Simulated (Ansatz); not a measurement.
# V_B-S_P in BP (F-43m): charge-transition levels and formation energies

Charge states of V_B-S_P in BP (F-43m), set against the band edges. Model: a cell of 54 host atoms with 1 site emptied and S put on another atom's site.

Calculated with Ansatz 0.2.0; place-levels on r2SCAN runs: charge-transition levels and formation energies with image-charge correction and potential alignment at the atomic sites; PAW set soft_1.

In doubt: warnings of the run leave room for a lower electronic state (in some of the runs), so energies may not be the lowest and differences between runs may mislead.

### 1. The structure

The cell holds 53 atoms: 26 B, 26 P and 1 S. Its edges and angles: a = 9.623 Å, b = 9.623 Å, c = 9.623 Å, α = 60.0°, β = 60.0°, γ = 60.0°. It derives from BP (space group F-43m). Nearest the centre at fractional (0.625, 0.292, 0.625): S22 at 0.98 Å, P24 at 2.47 Å, P40 at 2.47 Å, P28 at 2.47 Å, B41 at 2.47 Å, B45 at 2.47 Å, B29 at 2.47 Å, B5 at 3.35 Å.

The host's dielectric constants go in as inputs: 9.31 for the electrons alone, 9.42 with the ions, computed on the host (DFPT, PBEsol, on the r2SCAN cell), and a cell off the functional's own equilibrium shifts the ionic part.

The cell's shortest repeat is 9.6 Å.

### 2. The runs of each charge state

Levels follow from differences of total energies between charge states, each relaxed by itself.

Each atom starts 0.05 Å or so off its site in a random direction: a symmetric start keeps its symmetry, and would miss off-centre moves and Jahn–Teller distortions. Forces are taken on a 2×2×2 shifted mesh. The cell holds 3 electrons more than the neutral one, with a uniform background that keeps it neutral on the whole. The electron count is odd, so at least one spin is unpaired; this run locks the moment at 1 μB.

The sampling was tested on the host first: at the k-points planned (1x1x1 shifted 0.25 0.25 0.25) its energy lies 0.152 eV an atom from the dense-mesh value, so the final energies take a denser sampling.

One state's input; the others differ in charge, spin, start and seed, and in occupations where the table says so.

Contents of qm3_M1.relax/input.yaml:

```yaml
crystal:
  lattice:
    - [0.0, 6.80455623, 6.80455623]
    - [6.80455623, 0.0, 6.80455623]
    - [6.80455623, 6.80455623, 0.0]
  atoms:
    - { symbol: B, position: [0.0, 0.0, 0.0] }
    - { symbol: P, position: [0.25, 0.25, 0.25] }
[... 2 atom lines left out ...]
    - { symbol: B, position: [0.0, 0.0, 0.66666667] }
    - { symbol: P, position: [0.25, 0.25, 0.91666667] }
[... 2 atom lines left out ...]
    - { symbol: B, position: [0.0, 0.33333333, 0.33333333] }
    - { symbol: P, position: [0.25, 0.58333333, 0.58333333] }
    - { symbol: B, position: [0.0, 0.33333333, 0.66666667] }
[... 10 atom lines left out ...]
    - { symbol: S, position: [0.58333333, 0.25, 0.58333333] }
[... 1 atom line left out ...]
    - { symbol: P, position: [0.58333333, 0.25, 0.91666667] }
    - { symbol: B, position: [0.33333333, 0.33333333, 0.0] }
    - { symbol: P, position: [0.58333333, 0.58333333, 0.25] }
[... 1 atom line left out ...]
    - { symbol: P, position: [0.58333333, 0.58333333, 0.58333333] }
    - { symbol: B, position: [0.33333333, 0.33333333, 0.66666667] }
[... 5 atom lines left out ...]
    - { symbol: B, position: [0.33333333, 0.66666667, 0.66666667] }
    - { symbol: P, position: [0.58333333, 0.91666667, 0.91666667] }
    - { symbol: B, position: [0.66666667, 0.0, 0.0] }
    - { symbol: P, position: [0.91666667, 0.25, 0.25] }
[... 1 atom line left out ...]
    - { symbol: P, position: [0.91666667, 0.25, 0.58333333] }
    - { symbol: B, position: [0.66666667, 0.0, 0.66666667] }
[... 3 atom lines left out ...]
    - { symbol: B, position: [0.66666667, 0.33333333, 0.33333333] }
[... 4 atom lines left out ...]
    - { symbol: B, position: [0.66666667, 0.66666667, 0.33333333] }
    - { symbol: P, position: [0.91666667, 0.91666667, 0.58333333] }
[... 1 atom line left out ...]
    - { symbol: P, position: [0.91666667, 0.91666667, 0.91666667] }
  host:
    repeats: [3, 3, 3]
    atoms:
      - { symbol: B, position: [0.0, 0.0, 0.0] }
      - { symbol: P, position: [0.75, 0.75, 0.75] }
total_charge: -3
basis:
  ecutwfc: 500
  xc_grid: 2
hamiltonian:
  xc: r2scan
  pseudopotentials: { kind: paw, azcp: { folder: soft_1 } }
kpoints:
  mp_grid: { grid: [2, 2, 2], shift: [0.5, 0.5, 0.5] }
magnetization:
  spin_polarized: true
  initial_magnetization: 1
  spin_locking: { lock_magnetization: hard }
scf:
  occupations: { method: fixed }
  max_iter: 60
output:
  forces: true
  charged_corrections:
    epsilon: 9.31
    static_epsilon: 9.42
    defect_position: [0.625, 0.291667, 0.625]
relax:
  f_tol: 0.02
  max_steps: 80
  random_displacement: { amplitude: 0.05, seed: 4093 }
checkpoint:
  write: "../qm3_M1.relax.run"
  compress: false
  write_wavefunctions: true
  write_every: 100000
```

The run is started by

```console
$ ansatz run input.yaml --threads 4 --pin off --max-ram 7536MiB --backend cpu --events-out ev --progress --plain --runs-dir out
```

The run of this state that the levels use, under r2SCAN:

Contents of qm3_M1.point/input.yaml:

```yaml
crystal:
  checkpoint: "../qm3_M1.relax.run"
  host: checkpoint
total_charge: -3
basis:
  ecutwfc: 500
  xc_grid: 2
hamiltonian:
  xc: r2scan
  pseudopotentials: { kind: paw, azcp: { folder: soft_1 } }
kpoints:
  mp_grid: { grid: [2, 2, 2], shift: [0.5, 0.5, 0.5] }
magnetization:
  spin_polarized: true
  initial_magnetization: 1
  spin_locking: { lock_magnetization: hard }
scf:
  occupations: { method: fixed }
  max_iter: 60
output:
  forces: true
  eigenvalues: true
  charged_corrections:
    epsilon: 9.31
    static_epsilon: 9.42
    defect_position: [0.625, 0.291667, 0.625]
  eigenstates: { localisation: true }
  populations: true
  efg: {}
checkpoint:
  read: "../qm3_M1.relax.run"
  write: "../qm3_M1.point.run"
  compress: false
  write_wavefunctions: false
  write_every: 100000
```

Relaxations under r2SCAN at a 2×2×2 shifted mesh; times on 4 threads of Arm Neoverse V2, shared host:

```
charge  moment (μB)  occupations    outcome  steps  largest displacement against the far atoms (Å)     time
    −3            1        fixed  converged      5                                            0.06  4.5 min
    −2            0        fixed  converged      5                                            0.06  1.7 min
    −2            2        fixed  converged      8                                            0.04  7.4 min
    −1            1        fixed  converged      6                                            0.04  5.6 min
     0            0        fixed  converged      8                                            0.04  3.4 min
     0            2        fixed  converged      5                                            0.05  4.2 min
    +1            1        fixed  converged     12                                            0.07  9.6 min
```

Single points under r2SCAN at a 2×2×2 shifted mesh; times on 4 threads of Arm Neoverse V2, shared host:

```
charge  moment (μB)  occupations    outcome  time
    −3            1        fixed  converged  41 s
    −2            0        fixed  converged  18 s
    −2            2        fixed  converged  42 s
    −1            1        fixed  converged  40 s
     0            0        fixed  converged  27 s
     0            2        fixed  converged  47 s
    +1            1        fixed  converged  41 s
```

Distances (Å) from the ideal centre to the nearest atoms after relaxation with r2SCAN:

```
charge  moment (μB)      1.      2.      3.      4.      5.      6.
    −3            1  S 0.95  P 2.42  P 2.42  P 2.42  B 2.46  B 2.46
    −2            0  S 0.94  P 2.42  P 2.42  P 2.43  B 2.45  B 2.46
    −2            2  S 0.99  P 2.45  P 2.46  P 2.46  B 2.47  B 2.47
    −1            1  S 0.99  P 2.45  P 2.45  P 2.45  B 2.48  B 2.48
     0            0  S 0.99  B 2.47  B 2.48  B 2.48  P 2.49  P 2.50
     0            2  S 1.02  B 2.48  B 2.48  B 2.48  P 2.49  P 2.50
    +1            1  S 1.03  B 2.47  B 2.48  B 2.49  P 2.53  P 2.54
```

### 3. place-levels, r2SCAN

A charged cell interacts with its images and the background, and its potential has another zero than the host's. place-levels removes the first by a point-charge model, screened by the static dielectric constant since the ions have relaxed around the charge, and the second by comparing potentials at atoms far from the defect.

The host is a run of the defect-free crystal in the same cutoffs, grids and k-points, so that basis and sampling errors cancel in part in the differences. The host is run in a cell of 2 atoms on a matching mesh. Its band edges are searched through the zone by a band path, so the gap is smaller than, or equal to, that on the mesh. Chemical potentials are energies per atom of B (alpha-rhombohedral (B12)), P (black phosphorus) and S (S12 rings, Pnnm, not the stable S8 form), run with the same functional and cutoff.

Contents of levels.point.yaml:

```yaml
host:
  run: host.point.run
states: [qm3_M1.point.run, qm2.point.run, qm2_M2.point.run, qm1_M1.point.run, q0.point.run, q0_M2.point.run, qp1_M1.point.run]
geometry_from:
  qm3_M1.point.run: qm3_M1.relax.run
  qm2.point.run: qm2.relax.run
  qm2_M2.point.run: qm2_M2.relax.run
  qm1_M1.point.run: qm1_M1.relax.run
  q0.point.run: q0.relax.run
  q0_M2.point.run: q0_M2.relax.run
  qp1_M1.point.run: qp1_M1.relax.run
  host.point.run: host.relax.run
chemical_potentials:
  B:
    energy: -156.554104
    dataset: <sha256 of the dataset>
  P:
    energy: -759.166194
    dataset: "<sha256 of the dataset>"
  S:
    energy: -905.804739
    dataset: "<sha256 of the dataset>"
epsilon: 9.31
static_epsilon: 9.42
vertical:
  - { from: qm3_M1.point.run, to: qm3_M1.point_neutral.run }
  - { from: qm2.point.run, to: qm2.point_neutral.run }
  - { from: qm2_M2.point.run, to: qm2_M2.point_neutral.run }
  - { from: qm1_M1.point.run, to: qm1_M1.point_neutral.run }
  - { from: qp1_M1.point.run, to: qp1_M1.point_neutral.run }
```

The run is started by

```console
$ ansatz place-levels levels.point.yaml -- --threads 4 --pin off --max-ram 7536MiB
```

Numbers of over 12 decimals in the logs are rounded to 6 here.

Output:

```text
[... repeated set-up lines and file paths are left out, and long positions are rounded to six places ...]
(+1/0) 0.048 eV beneath the valence edge, in the valence band
(0/-1) 0.873 eV above the valence edge, 0.534 eV under the conduction edge
(-1/-2) 1.440 eV above the valence edge (+1.667 eV without the band-filling correction), in the conduction band
(-2/-3) 1.477 eV above the valence edge (+2.643 eV without the band-filling correction), in the conduction band
formation energy of charge +1: +3.534 eV with the Fermi level at the valence edge
formation energy of charge 0: +3.485 eV with the Fermi level at the valence edge
formation energy of charge -1: +4.358 eV with the Fermi level at the valence edge
formation energy of charge -2: +5.798 eV with the Fermi level at the valence edge
formation energy of charge -3: +7.276 eV with the Fermi level at the valence edge
vertical -3 to 0: no energy, since no alignment is typed
[...]
of vertical[1].from (qm2.point.run): its displacements don't fall off away from the defect: farther atoms stand 0.012 Å off the host's places. [...]
  of vertical[1].to (qm2.point_neutral.run): its displacements don't fall off away from the defect: farther atoms stand 0.012 Å off the host's places. [...]
  of vertical[2].from (qm2_M2.point.run): its moments are held at its close (magnetization.spin_locking), by a field of 0.391 eV a Bohr magneton, and its energy and levels are of the state that this holds: a run that lets them go can end lower; [...]
  of vertical[2].to (qm2_M2.point_neutral.run): band_overlap_at_count; minimisation_begun; stability_check_not_made; unresolved_pair_at_count
  of vertical[3].from (qm1_M1.point.run): band_overlap_at_count; stability_check_not_made; of the run under geometry_from: band_overlap_at_count; [...]
  of vertical[3].to (qm1_M1.point_neutral.run): band_overlap_at_count; minimisation_begun; stability_check_not_made; unresolved_pair_at_count
  of vertical[4].from (qp1_M1.point.run): band_overlap_at_count; stability_check_not_made; of the run under geometry_from: band_overlap_at_count; [...]
  of vertical[4].to (qp1_M1.point_neutral.run): band_overlap_at_count; minimisation_begun; stability_check_not_made; unresolved_pair_at_count
```

It took 0.56 s on 4 threads of Arm Neoverse V2, shared host.

Levels between the charges placed, in eV above the valence top:

```
        gap (eV)  (+1/0)  (0/−1)  (−1/−2)  (−2/−3)
r2SCAN      1.41   -0.05    0.87     1.44     1.48
```

Corrections by state:

```
charge  moment (μB)  image terms and alignment (eV)  band filling (eV)  ε used  over the lowest of its charge, as the program ranks them, band filling apart (eV)
    +1          1.0                          -0.023                  -    9.42                                                                              0.000
     0          0.0                           0.000                  -       -                                                                              0.000
    −1          1.0                           0.429                  -    9.42                                                                              0.000
    −2          0.0                           1.284             -0.227    9.42                                                                              0.000
    −3          1.0                           2.406             -1.393    9.42                                                                              0.000
     0          2.0                           0.000                  -       -                                                                              0.212
    −2          2.0                           1.182                  -    9.42                                                                              0.645
```

The charged structures listed were also run neutral, and place-levels reads from each pair, by the potential or the spins, how wide the charge is by which they differ; that can be the carrier of either run.

```
charge  rms radius (Å)  spread where it is widest against the cell (Å)  wide from (Å)  reading
    +1             2.5                                            1.55           1.36     wide
    −1             2.7                                            1.60           1.36     wide
    −2             2.6                                            1.52           1.36     wide
    −3             3.3                                            1.93           1.36     wide
```

The neutral runs of these pairs need not share the spin of the lowest neutral state, and very wide values only mean spread over the cell.

From the program's caveats on the states, each cut to its opening words:

- charge +1 (1 μB), −1 (1 μB): it parts from the run at its places by a charge that spreads by about 1.6 Å along one vector (1.4 Å or more is wide), by its potential at epsilon 9.31, taken [...]
- charge +1 (1 μB): its alignment with the host at atomic sites is doubtful: the mean over the far sites moves by -0.0631 eV from their farther parts to their nearer, more than [...]
- charge +1 (1 μB), 0, −1 (1 μB), −2 (2 μB): filled levels lie above empty ones at the fixed electron count
- charge +1 (1 μB), −1 (1 μB), −3 (1 μB), 0 (2 μB), −2 (2 μB): flagged: stability check not made
- charge −1 (1 μB): the far atoms show a dipole or second moment of the defect's charge, for which the correction takes or leaves out 0.258 eV: further moments aren't read, and [...]
- charge −2: it parts from the run at its places by a charge that spreads by about 1.5 Å along one vector (1.4 Å or more is wide), by its potential at epsilon 9.31, taken [...]
- charge −2: a band-filling correction moves a carrier to the host's band edge, which changes its energy by -0.227 eV
- charge −2: the far atoms show a dipole or second moment of the defect's charge, for which the correction takes or leaves out 0.695 eV: further moments aren't read, and [...]
- charge −2: its displacements don't fall off away from the defect: farther atoms stand 0.012 Å off the host's places
- charge −3 (1 μB): it parts from the run at its places by a charge that spreads by about 1.9 Å along one vector (1.4 Å or more is wide), by its potential at epsilon 9.31, taken [...]
- charge −3 (1 μB): a band-filling correction moves a carrier to the host's band edge, which changes its energy by -1.393 eV
- charge −3 (1 μB): the far atoms show a dipole or second moment of the defect's charge, for which the correction takes or leaves out 0.472 eV: further moments aren't read, and [...]
- charge −3 (1 μB): its displacements don't fall off away from the defect: farther atoms stand 0.01 Å off the host's places
- charge −2 (2 μB): it parts from the run at its places by a charge that spreads by about 2.2 Å along one vector (1.4 Å or more is wide), by its potential at epsilon 9.31, taken [...]

The host's formation energy from the elements is -0.484 eV per atom; it sets how far the chemical potentials can move.

Limit set by the element alone; other compounds of these elements are not counted. Chemical potentials from the elements' reference states: B 0.00 eV, P -0.97 eV, S 0.00 eV. Formation energies (B-rich), with the Fermi level at the valence top and at the conduction bottom (gap 1.41 eV):

```
charge  at valence top (eV)  at conduction bottom (eV)  correction included (eV)
    +1                 2.57                       3.97                     -0.02
     0                 2.52                       2.52                      0.00
    −1                 3.39                       1.98                      0.43
    −2                 4.83                       2.02                      1.06
    −3                 6.31                       2.09                      1.01
```

| Fermi level (eV) | lowest formation energy (eV) |
| --- | --- |
| 0.00 | 2.52 |
| 0.13 | 2.52 |
| 0.26 | 2.52 |
| 0.38 | 2.52 |
| 0.51 | 2.52 |
| 0.64 | 2.52 |
| 0.77 | 2.52 |
| 0.90 | 2.49 |
| 1.02 | 2.37 |
| 1.15 | 2.24 |
| 1.28 | 2.11 |
| 1.41 | 1.98 |

Limit set by the element alone; other compounds of these elements are not counted. Chemical potentials from the elements' reference states: P 0.00 eV, B -0.97 eV, S 0.00 eV. Formation energies (P-rich), with the Fermi level at the valence top and at the conduction bottom (gap 1.41 eV):

```
charge  at valence top (eV)  at conduction bottom (eV)  correction included (eV)
    +1                 2.57                       3.97                     -0.02
     0                 2.52                       2.52                      0.00
    −1                 3.39                       1.98                      0.43
    −2                 4.83                       2.02                      1.06
    −3                 6.31                       2.09                      1.01
```

| Fermi level (eV) | lowest formation energy (eV) |
| --- | --- |
| 0.00 | 2.52 |
| 0.13 | 2.52 |
| 0.26 | 2.52 |
| 0.38 | 2.52 |
| 0.51 | 2.52 |
| 0.64 | 2.52 |
| 0.77 | 2.52 |
| 0.90 | 2.49 |
| 1.02 | 2.37 |
| 1.15 | 2.24 |
| 1.28 | 2.11 |
| 1.41 | 1.98 |

### 4. Results

| Quantity | Value |
| --- | --- |
| gap of the host | 1.41 eV (r2SCAN) |
| level (plus 1/0) | 0.05 eV below the valence top |
| level (0/minus 1) | 0.87 eV above the valence top |
| level (minus 1/minus 2) | 1.44 eV above the valence top, past the conduction bottom (1.67 eV above the valence top without the band-filling term) |
| level (minus 2/minus 3) | 1.48 eV above the valence top, past the conduction bottom (2.64 eV above the valence top without the band-filling term) |
| lowest of the charges placed, just above the valence top (0.02 eV) | 0 |
| lowest of the charges placed, just below the conduction bottom (0.02 eV) | −1 |
| lowest formation energy at mid-gap of the charges run, B-rich | 2.52 eV |
| lowest formation energy at mid-gap of the charges run, P-rich | 2.52 eV |

In words: Of the charges placed (−3, −2, −1, 0 and +1), the lowest changes at 0.87 eV (0/−1) above the valence top, in a gap of 1.41 eV. (+1/0) lies 0.05 eV from a band edge, less than the doubt on such levels. States placed: +1 at 1 μB; 0 at 0 μB and 2 μB; −1 at 1 μB; −2 at 0 μB and 2 μB; −3 at 1 μB. Other spin states or structures, where not listed, weren't placed. The program finds carriers beyond a band edge of the host and adds a band-filling term at charge −3 (-1.39 eV) and −2 (-0.23 eV); steps to such a charge show no bound level, and a defect level inside a band would be read the same way. Corrections reach 2.4 eV, so the cell is small for these charges and their levels are rough. S is taken at its element; compounds, which aren't counted here, bound the chemical potentials and would shift these formation energies. The program doubts the alignment of potentials for at least one state, a sign that the cell is small. What this leaves open: r2SCAN makes the gap too small and tends to spread out bound carriers.

[Logs are printed without paths, hosts, clocks, repeated set-up lines and the standing remarks that a program may print on its own settings, such as how far it seeks lower states.]

[Hosts, paths, dates, database ids (printed as entryN), source tags and the programs' standing remarks are cut or masked in the printed files.]

[Where a table of states has a column of steps, it counts the stored structures, which are thinned; the runs took as many ionic steps or more.]

[A defect's name tells the site on which it was built; relaxed atoms can leave that site.]

[For some hosts the program warned that the k-mesh of the response run may be too coarse for force constants and the static dielectric constant; such warnings are not shown here.]
